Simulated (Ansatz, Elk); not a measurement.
## KLiBrF: X-ray structure factors from the self-consistent density

Structure refinements treat a crystal as free atoms side by side. For a made-up structure of KLiBrF (cell and positions from a PBE relaxation) the runs below show what the calculated density changes in F(hkl).

Calculated with Elk 11.2.3 (patched build); DFT, PBE, all-electron APW+lo, Dirac cores, scalar-relativistic bands, static density, no spin.

This account leaves out most program logs.

The structure was built from a prototype and need not be the compound's stable phase.

### Step 1. The starting structure

It takes space group P4/nmm (No. 129, tetragonal). The conventional cell has a = 4.305 Å, b = 4.305 Å, c = 9.410 Å, α = 90.00°, β = 90.00°, γ = 90.00°. Br has 1 Li at 2.68 Å and 5 K at 3.07 to 3.51 Å nearest. Nearest to K lie 5 Br at 3.07 to 3.51 Å and 1 Li at 3.21 Å and 4 F at 3.50 Å. F has 4 Li at 2.20 Å nearest. Nearest to Li lie 4 F at 2.20 Å and 1 Br at 2.68 Å. Farther neighbours and most contacts between anions are not listed.

### Step 2. Ground state and structure factors

An all-electron density is needed, since X-rays see the cores too. Task 0 finds the density and task 195 Fourier-transforms it; tshift is off so that phases refer to the origin typed.

elk.in

```
tasks
  0
  195

xctype
  20

spinpol
  .false.

rgkmax
  7.0

gmaxvr
  14.0

lmaxo
  7

lmaxapw
  8

swidth
  0.002

tshift
  .false.

ramdisk
  .false.

hmaxvr
  5.5

maxscl
  120

epspot
  1e-06

sppath
  './'

avec
  8.13444653290 0.00000000000 0.00000000000
  -0.00000000000 8.13444653290 0.00000000000
  0.00000000000 0.00000000000 17.78188722554

atoms
  4
  'Br.in'
  2
  0.5000000000 -0.0000000000 0.3330406580   0.000000 0.000000 0.000000
  -0.0000000000 0.5000000000 0.6669593420   0.000000 0.000000 0.000000
  'K.in'
  2
  0.5000000000 0.0000000000 0.7062411183   0.000000 0.000000 0.000000
  -0.0000000000 0.5000000000 0.2937588817   0.000000 0.000000 0.000000
  'F.in'
  2
  0.5000000000 0.5000000000 -0.0000000000   0.000000 0.000000 0.000000
  0.0000000000 0.0000000000 -0.0000000000   0.000000 0.000000 0.000000
  'Li.in'
  2
  0.0000000000 0.5000000000 0.9522122793   0.000000 0.000000 0.000000
  0.5000000000 0.0000000000 0.0477877207   0.000000 0.000000 0.000000

ngridk
  5 5 3
```

Launch:

```sh
OMP_NUM_THREADS=4 elk
```

Wall time 51 s (4 threads of AMD EPYC 7B13 (Zen 3), shared host); peak memory 0.3 GiB.

SFACRHO.OUT:

```text

h k l indices transformed by vhmat matrix:
   1.000000000       0.000000000       0.000000000    
   0.000000000       1.000000000       0.000000000    
   0.000000000       0.000000000       1.000000000    

      h      k      l  multipl.   |H|            Re(F)            Im(F)           |F|

      0      0      0      1   0.0000000       132.00000      0.17820735E-15   132.00000    
      0      0      1      2  0.35334749      -21.093026     -0.42097672E-14   21.093026    
      0      0      2      2  0.70669499      -40.344503     -0.29978645E-13   40.344503    
      1      0      0      4  0.77241706     -0.43373359E-14  0.66935215E-14  0.79759459E-14
      1      0     -1      4  0.84940130     -0.21431542E-13   24.995516       24.995516    
      1      0      1      4  0.84940130     -0.28575390E-13  -24.995516       24.995516    
      0     -1     -2      4   1.0469221     -0.24238054E-13   33.722497       33.722497    
      0     -1      2      4   1.0469221     -0.16073657E-13  -33.722497       33.722497    
      0      0     -3      2   1.0600425       99.397544      0.20155855E-13   99.397544    
      1     -1      0      4   1.0923627      -77.276682     -0.70635004E-15   77.276682    
      1      1     -1      8   1.1480900       48.287087      0.27427271E-14   48.287087    
     -1     -1     -2      8   1.3010281       62.954196     -0.88022406E-14   62.954196    
      0      1      3      4   1.3116090     -0.35464100E-13   21.245536       21.245536    
      0     -1     -3      4   1.3116090     -0.35591668E-13  -21.245536       21.245536    
      0      0      4      2   1.4133900     -0.63449857E-01  0.33167863E-13  0.63449857E-01
     -1      1      3      8   1.5221519      -61.315144     -0.96952215E-14   61.315144    
      2      0      0      4   1.5448341       94.091851     -0.11574662E-13   94.091851    
      0      2      1      4   1.5847293      -17.379253     -0.13394714E-14   17.379253
```

Elk indexes on the primitive cell of elk.in and gives |H| = 4π sin θ/λ in inverse bohr. Below, one row stands for each form hkl of the conventional cell (m members, Friedel mates merged), F is for one primitive cell and the density is static (no thermal factor). Free-atom factors are Waasmaier and Kirfel's, and R is Σm||F|−|F'||/Σm|F|.

```csv
hkl,m,sin θ/λ (Å⁻¹),"abs F, DFT",neutral atoms,diff.,abs of complex diff.,ions,diff.
001,2,0.053,21.093,21.238,-0.145,0.145,21.273,-0.180
002,2,0.106,40.344,40.583,-0.238,0.238,39.999,+0.345
100,4,0.116,0.000,0.000,+0.000,0.000,0.000,+0.000
101,8,0.128,24.995,24.614,+0.381,0.381,24.796,+0.199
102,8,0.157,33.722,33.574,+0.148,0.148,33.627,+0.096
003,2,0.159,99.397,98.376,+1.022,1.022,99.240,+0.158
110,4,0.164,77.277,77.482,-0.206,0.206,76.910,+0.366
111,8,0.173,48.287,47.703,+0.584,0.584,48.357,-0.070
112,8,0.196,62.954,62.421,+0.533,0.533,62.873,+0.082
103,8,0.197,21.245,21.179,+0.067,0.067,21.258,-0.012
004,2,0.212,0.063,0.510,-0.446,0.446,0.068,-0.005
113,8,0.229,61.315,61.564,-0.249,0.249,61.250,+0.065
200,4,0.232,94.092,93.892,+0.200,0.200,94.119,-0.028
201,8,0.238,17.379,17.623,-0.244,0.244,17.310,+0.070
```

The ions are K+, Li+, Br− and F−, by formal charge.

### Step 3. The highest occupied states alone

An energy window below the Fermi level keeps the highest occupied states, to see at which angles they scatter; shallow core shells can lie inside it and anion s states outside. No new self-consistency is needed.

Edit elk.in of step 2 so:

```diff
@@ -1,3 +1,2 @@
 tasks
-  0
   195
@@ -40,2 +39,5 @@
 
+wsfac
+  -0.410110 0.330880
+
 sppath
```

Launch:

```sh
OMP_NUM_THREADS=4 elk
```

Wall time 17 s (4 threads); peak memory 0.21 GiB.

States within 12 eV below the Fermi level hold 24.64 electrons; any levels below the window count with the cores, and a count that is not whole means the window cuts a band. Their amplitudes can exceed the total, where window and core parts have opposite phase:

```csv
hkl,sin θ/λ (Å⁻¹),"abs F, window","abs F, all"
001,0.053,6.155,21.093
002,0.106,5.708,40.344
100,0.116,0.000,0.000
101,0.128,4.812,24.995
102,0.157,3.402,33.722
003,0.159,12.984,99.397
110,0.164,3.734,77.277
111,0.173,9.730,48.287
112,0.196,8.809,62.954
103,0.197,0.310,21.245
```

### Step 4. Another functional

The difference from free atoms is small, so it is set against the change that PBEsol makes.

Edit elk.in of step 3 so:

```diff
@@ -1,2 +1,3 @@
 tasks
+  0
   195
@@ -4,3 +5,3 @@
 xctype
-  20
+  22
 
@@ -39,5 +40,2 @@
 
-wsfac
-  -0.410110 0.330880
-
 sppath
```

Launch:

```sh
OMP_NUM_THREADS=4 elk
```

Elapsed: 51 s, on 4 threads; peak memory 0.3 GiB; 2.2 min of CPU time.

Against the first run R = 0.04 %; the largest change is -0.057 at 200.

### Step 5. A coarser k-mesh

About half the k-points along each axis test the sampling.

Edit elk.in of step 4 so:

```diff
@@ -5,3 +5,3 @@
 xctype
-  22
+  20
 
@@ -68,2 +68,2 @@
 ngridk
-  5 5 3
+  2 2 2
```

Launch:

```sh
OMP_NUM_THREADS=4 elk
```

The job ended after 40 s (4 threads; peak memory 0.29 GiB; 82 s of CPU time).

Against the first run R = 0.01 %; the largest change is +0.023 at 110.

### Step 6. Settings against the effect

```csv
run,R against the first run (%),"R against neutral atoms, low angle (%)",wall time
"PBE, rgkmax 7",0.00,0.55,51 s
PBEsol,0.04,0.52,51 s
k-mesh 2×2×2,0.01,0.55,40 s
```

### Step 7. Outcome

| Quantity | Value |
| --- | --- |
| R against neutral atoms, sin θ/λ < 0.3 Å⁻¹ | 0.55 % |
| R against neutral atoms, 0.3 to 0.64 Å⁻¹ | 0.21 % |
| R against ions, below 0.3 Å⁻¹ | 0.21 % |

What this shows: Independent neutral atoms miss the calculated amplitudes by R = 0.55 % below 0.3 Å⁻¹ and 0.21 % from there to 0.64 Å⁻¹; by shells, 1.18 % below 0.15 Å⁻¹ (3 forms), 0.51 % 0.15 to 0.3 (18 forms), 0.23 % 0.3 to 0.45 (36 forms), 0.21 % above 0.45 (84 forms). Bonding, aspherical density and the tables' own atoms all enter these figures, and the runs don't part them. The largest change of an amplitude is +1.02 electrons, at 003. Weak lines can change much in proportion: 004 goes from 0.51 to 0.06. Formal ions give R = 0.21 % at low angle, nearer than neutral atoms. The window's part falls from 24.6 electrons at the origin to at most 2.00 between 0.45 and 0.64 Å⁻¹, where compact states inside the window still scatter. Below 0.3 Å⁻¹ the changes that finished (PBEsol and k-mesh 2×2×2) move F by R = 0.05 % at most, against the 0.55 % that separates it from free atoms. The basis has no finished test. Part of the difference isn't bonding: the tables are fits to free atoms and ions calculated by other methods than this functional. Thermal motion, anomalous dispersion and extinction are left out.

[Logs are printed without paths, hosts, clocks, repeated set-up lines and the standing remarks that a program may print on its own settings, such as how far it seeks lower states.]

[Hosts, paths, dates, database ids (printed as entryN), source tags and the programs' standing remarks are cut or masked in the printed files.]
